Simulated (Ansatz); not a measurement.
Reflectivity of ZrB2 (P6/mmm) at normal incidence (Ansatz, r2SCAN, independent particles, without spin-orbit coupling, line width 0.15 eV (Gaussian), carrier damping 0.05 eV):

```csv
E (eV),R (%)
1.00,57.8
1.25,57.0
1.50,56.2
1.75,55.0
2.00,53.3
2.25,52.7
2.50,52.9
2.75,49.7
3.00,47.1
3.25,45.2
3.50,43.4
3.75,42.2
4.00,42.1
4.25,41.9
4.50,40.2
4.75,37.6
5.00,35.6
```

Q: What colour would a polished face show in daylight?

A: Light grey: CIE x = 0.317, y = 0.336, luminous reflectivity 53 % under D65, from the mean over the axes.

[Logs are printed without paths, hosts, clocks, repeated set-up lines and the standing remarks that a program may print on its own settings, such as how far it seeks lower states.]
